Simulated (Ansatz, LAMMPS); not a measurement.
# Glassy 40SiO2-28Al2O3-16Li2O-16SrO (mol %) (85 atoms): a single point, part 2 of 2

Aim: energy, forces, charges and density of states of glassy 40SiO2-28Al2O3-16Li2O-16SrO (mol %) (85 atoms) at a fixed geometry.

Ansatz 0.2.0; Kohn-Sham DFT, PBEsol, PAW (set soft_2), plane waves.

The cell: 10 Si, 14 Al, 8 Li, 4 Sr and 49 O. The quench rate of 6 K/ps is many orders above laboratory rates. The starting topology of bonds comes from the classical model. Sampling is at Γ alone, for a cell whose shortest periodic width is 10 Å.

So far. Step 3 (Plane-wave single point): The stored curve holds about 416 of the 440 electrons; the rest, give or take the few that broadening carries across the Fermi level, lie in deeper levels below its range.

## 3. Plane-wave single point (continued)

Electrostatic potential energy in the ac plane at fractional y = 0.322, with atoms of Si and Al and Li and O within 0.2 Å of it. With pseudopotentials it is smooth inside the atoms' cores, unlike the true potential.

Values in eV, 13 rows by 16 columns, each cell a mean:
```
-13   1   8   8 -14 -26   0   1 -13 -38 -12 -10 -10   2   8  -1
  8   1   0 -12 -28 -10   7   9   8   4   5  -2  -1   5   8   8
  7 -10 -10 -26 -43 -14   5   4  -2  -4   2   5   7   7   6   6
  0   7   8   2  -4   2   6  -5 -41 -44 -15   3   5   2  -8 -14
 -7   6   9   9   9   9   7  -3 -34 -38 -11   3   4  -1 -23 -38
  3   6   6   5   7   9   9   6   1   1   4   6   6   4  -2  -4
  7 -13 -18 -13  -6  -8   2   9   9   8   8   9   9   8   7   7
  5   1  -3 -10  -9 -36 -18   7   8 -10  -9   4   6   7   9   7
-20  -1   6   6   8   5   6   5   7   4 -16 -36 -15  -3   6  -5
-10   2   7   8   9  10   9   9   9   6 -19 -41 -18   6   8  -1
  7   3 -25  -9   7   9   7   6   9   9   6   2   6   9  10   8
  7   6  -8   1   8   3  -7  -7  -2   9  10   8   9  10  10   9
-14   1   8   9   7  -1  -8  -5  -9 -10   2  -4  -3   6   9  -1
```
Columns run along a (10.3 Å; values clipped at the 3rd and 97th percentile), rows up along c (10.3 Å). Atoms in or near the plane, at fractional coordinates: Si at (0.71, 0.29), Al at (0.44, 0.06), Li at (0.02, 0.99), Li at (0.01, 0.31), O at (0.58, 0.97), O at (0.35, 0.43).

Valence density in the ac plane at fractional y = 0.322, with atoms of Si and Al and Li and O within 0.2 Å of it. It is the smooth field of the valence electrons, not physical close to the nuclei.

Ten steps, logarithmic in the rise over the least value, from '_' (0.0 e/Å³) to '@' (6.5 e/Å³), each cell a mean:
```
%%##--......--++%%%%##++----++##@@@@%%++--..::----::::..++
----::::::::--**%%%%##++--::==**%%%%##==::::--====--::....
..--==++====--++****++--::..::==++++==--::::--==++==::....
::==**####++==----==--::..__..::::::::....::::--==--::....
::==##%%##++==::------::......------::..__....::::::......
::--++++++==--==++++--::..::==******==::________....::::::
--::::::::::--==++++==::::--**######**--..______..--==++++
++--........::--====--::::--**########==..______::==**##**
++::..______..::::--::....::++######++--________::==**##**
--::..................____..::======--..________..--++++++
::::--====--::............____........____________..::::::
::==**####++------====--::..__..::::::::..______________..
::==##%%##**====**##%%##==::..::==++++==::..........____..
..--++****++====##@@@@%%**--::--++####++--::::------::....
::::----------==++%%%%##++--::--++####**==--==++++++--....
%%**::........::--==++==--::..::==++++++----++****++--::++
@@%%--..............::::........::--==--::::==++++==--::**
**==::::----::..____....::::....::--==--::::------::....--
__..--++****==::......::----::::::--====----::::....______
__::==##%%%%**==::....::------::::::----::::........______
__::==**%%%%**--::..::::----::::................::::....__
__..::==++++==::....::::....::::::::..........::----::..__
--::..::::::::::::----::....::======--::....::------::....
%%##--......::--++**++==::::==**%%%%**==::..::::--::::::++
```
Columns run along a (10.3 Å), rows up along c (10.3 Å). Atoms in or near the plane, at fractional coordinates: Si at (0.71, 0.29), Al at (0.44, 0.06), Li at (0.02, 0.99), Li at (0.01, 0.31), O at (0.58, 0.97), O at (0.35, 0.43).

Mean Löwdin charges: Al +1.26, Li +0.82, O -0.88, Si +1.67, Sr +1.85 e (they miss 1.1 % of the electrons, so they add up to more than the cell's charge).

## 4. Distances and neighbours

Bonds and neighbours are counted at the geometry of the runs.

Density 2.79 g/cm³, 12.96 Å³ an atom.

g(r), total and by pair (bins of 0.2 Å):

```tsv
r (Å)	total	O-O	O-Al	O-Si	O-Li	O-Sr	Al-Al
1.50	0.88	0.00	0.00	6.50	0.00	0.00	0.00
1.70	3.08	0.00	10.96	7.40	0.00	0.00	0.00
1.90	0.40	0.00	0.76	0.00	2.35	0.00	0.00
2.10	0.49	0.00	0.00	0.00	4.55	0.00	0.00
2.30	0.09	0.00	0.00	0.00	0.84	0.00	0.00
2.50	0.66	1.46	0.00	0.00	0.55	1.38	0.00
2.70	1.47	3.26	0.09	0.00	0.32	3.72	0.00
2.90	1.27	2.22	0.07	0.20	0.40	1.60	1.57
3.10	1.02	0.96	0.47	0.28	0.69	0.24	2.29
3.30	1.04	0.79	0.69	0.57	1.42	0.59	3.38
3.50	0.86	0.84	1.20	0.80	1.29	0.90	0.00
3.70	0.99	0.70	1.30	0.99	1.05	1.46	0.00
3.90	0.99	0.55	1.34	2.12	0.94	0.45	2.04
4.10	1.20	0.55	1.86	2.12	1.53	1.33	0.54
4.30	1.12	0.60	1.83	1.58	0.97	0.61	0.48
4.50	0.94	0.86	1.26	0.93	1.26	0.65	0.44
4.70	0.96	1.11	0.85	0.94	0.97	1.32	1.02
4.90	0.94	1.27	0.53	0.48	0.61	2.12	0.73
5.10	0.99	1.48	0.47	0.59	1.08	1.02	1.21
```

Bonds by pair of elements; cutoffs follow the first minimum of g(r), held within bounds set by covalent radii, and pairs that aren't listed don't count as bonded:

```tsv
pair A-B	cutoff (Å)	bonds	mean length (Å)	spread (Å)	shortest (Å)	B about A	A about B
O-Al	2.23	56	1.75	0.037	1.69	1.14	4
O-Si	2.08	40	1.61	0.029	1.56	0.816	4
O-Li	2.58	33	2.13	0.164	1.89	0.673	4.12
O-Sr	3.18	23	2.73	0.141	2.50	0.469	5.75
```

How many atoms have how many bonded neighbours:

```tsv
element	mean	2	3	4	5	6	7
Al	4	0	0	14	0	0	0
Li	4.12	0	1	6	0	1	0
O	3.10	9	26	14	0	0	0
Si	4	0	0	10	0	0	0
Sr	5.75	0	0	0	2	1	1
```

Bond angles, per cent of each kind in bins of 5°:

```tsv
angle (°)	O-Al-O	O-Si-O	O-Sr-O	O-Li-O	Al-O-Li
50–55	0.0	0.0	1.8	0.0	0.0
55–60	0.0	0.0	7.1	0.0	0.0
60–65	0.0	0.0	5.4	0.0	0.0
65–70	0.0	0.0	1.8	3.7	0.0
70–75	0.0	0.0	1.8	11.1	0.0
75–80	0.0	0.0	14.3	5.6	0.0
80–85	0.0	0.0	5.4	1.8	15.8
85–90	0.0	0.0	10.7	1.8	13.2
90–95	1.2	0.0	1.8	9.3	13.2
95–100	7.1	0.0	7.1	5.6	10.5
100–105	20.2	20.0	1.8	7.4	10.5
105–110	25.0	38.3	0.0	5.6	7.9
110–115	26.2	30.0	8.9	11.1	13.2
115–120	13.1	8.3	3.6	9.3	5.3
120–125	4.8	1.7	7.1	7.4	5.3
125–130	1.2	0.0	3.6	5.6	0.0
130–135	0.0	1.7	0.0	5.6	0.0
135–140	1.2	0.0	3.6	5.6	2.6
140–145	0.0	0.0	1.8	1.8	0.0
145–150	0.0	0.0	1.8	1.8	0.0
150–155	0.0	0.0	5.4	0.0	2.6
155–160	0.0	0.0	3.6	0.0	0.0
160–165	0.0	0.0	1.8	0.0	0.0
```

Bond angles (no mean is given where the spread exceeds 20°):

```tsv
angle	count	mean (°)	spread (°)
O-Al-O	84	109	7.5
O-Si-O	60	109	5.4
O-Sr-O	56	-	-
O-Li-O	54	-	-
Al-O-Li	38	102	15.7
```

Oxygen atoms by the number of network formers (Si, P, Ge, B, Al, As, Ga) bound to them:

```tsv
network formers bound to O	O atoms	per cent
0	0	0
1	4	8.2
2	43	87.8
3	2	4.1
```

Network units: each former by its oxygen neighbours and how many of them bridge to another former:

```tsv
former	O neighbours	bridging O	atoms
Si	4	3	3
Si	4	4	7
Al	4	3	1
Al	4	4	13
```

Bond length by coordination (bonds to H left out):

```tsv
element	coordination	atoms	mean bond length (Å)
Li	3	1	2.02
Li	4	6	2.12
Li	6	1	2.22
O	2	9	1.65
O	3	26	1.92
O	4	14	2.08
Sr	5	2	2.66
Sr	6	1	2.87
Sr	7	1	2.70
```

Rings of the network by King's shortest-path rule, up to 12 atoms, one path for each pair of neighbours; H, halogens, alkali and alkaline-earth atoms are left out, and the last column divides by all other atoms, bonded or not:

```tsv
ring size (atoms)	rings	per network atom
6	1	0.014
8	5	0.068
10	10	0.137
12	15	0.205
```

For some of the pairs, g(r) has its first main peak near 2.7 Å (O-O), 1.8 Å (O-Al), 1.6 Å (O-Si), 2.0 Å (O-Li), 2.7 Å (O-Sr) and 3.2 Å (Al-Al). By these cutoffs all Al atoms have 4, 75 % of Li atoms have 4, 53 % of O atoms have 3 and all Si atoms have 4 bonded neighbours. The O-Al-O angle averages 109° with a spread of 8°. 88 % of the oxygens bridge two formers (Si and Al) and 8 % are non-bridging; 4 % join three. The commonest Al unit has 4 oxygens, 4 of them shared with other formers (13 of 14 atoms). Rings of 12 atoms are the most common (48 % of those counted); sizes run from 6 to 12, where the search stops.

Local excerpt of 10 atoms (numbers count through the whole input) about O76, which has 2 bonded neighbours where the commonest count for O is 3; x, y, z are measured from there.

```tsv
atom	x	y	z	distance (Å)	bonds	Löwdin charge (e)	Fx	Fy	Fz (eV/Å)
O76	0.00	0.00	0.00	0.00	2	-0.81	0.55	0.57	-0.61
Si1	-0.30	-1.33	0.83	1.59	4	1.69	-1.54	0.08	0.10
Al18	-0.03	1.66	-0.58	1.76	4	1.29	0.20	-1.14	0.23
O65	-1.29	-0.88	2.05	2.58	3	-0.88	0.04	0.09	1.57
O53	-1.17	-2.45	0.07	2.72	2	-0.82	0.08	-0.38	-0.77
O83	1.01	-2.07	1.45	2.72	3	-0.87	1.65	-0.04	0.79
O68	0.83	2.54	0.73	2.77	4	-0.89	0.77	0.97	-0.65
O57	0.85	1.77	-2.06	2.84	2	-0.84	-0.67	1.28	0.60
O80	-3.01	-0.34	-0.23	3.03	3	-0.94	-0.36	1.38	-0.15
O78	-1.47	2.55	-0.90	3.07	3	-0.94	-0.61	0.17	-0.05
```

The column of bonds counts only the pairs O-Al within 2.23 Å, O-Si within 2.08 Å, O-Li within 2.58 Å, O-Sr within 3.18 Å; other neighbours, such as metal atoms beside each other in a compound, aren't counted, and periodic images can show an atom twice.

## 5. Outcome

```json
{
 "free energy per atom": "-667.5653 eV/atom",
 "pressure": "2.138 GPa",
 "r.m.s. force component": "0.6718 eV/Å",
 "gap (highest filled to lowest empty level)": "3.055 eV",
 "wall time of the 1 DFT run": "58 s"
}
```

What this shows: The highest filled and lowest empty levels differ by 3.05 eV (at Γ alone); a semilocal functional tends to put such gaps too low. In a disordered cell it changes from sample to sample, and tail or defect levels can set it. With the cutoffs above, all Al atoms have 4, 75 % of Li atoms have 4, 53 % of O atoms have 3 and all Si atoms have 4 bonded neighbours. 88 % of the oxygens bridge two formers (Si and Al) and 8 % are non-bridging; 4 % join three.

What to keep in mind: The geometry was minimised with a classical potential after classical dynamics and isn't relaxed at this level: its force components are 0.67 eV/Å r.m.s. The pressure of 2.1 GPa belongs to a cell and atoms that aren't relaxed at this level.

[Logs are printed without paths, hosts, clocks, repeated set-up lines and the standing remarks that a program may print on its own settings, such as how far it seeks lower states.]

[Hosts, paths, dates, database ids (printed as entryN), source tags and the programs' standing remarks are cut or masked in the printed files.]
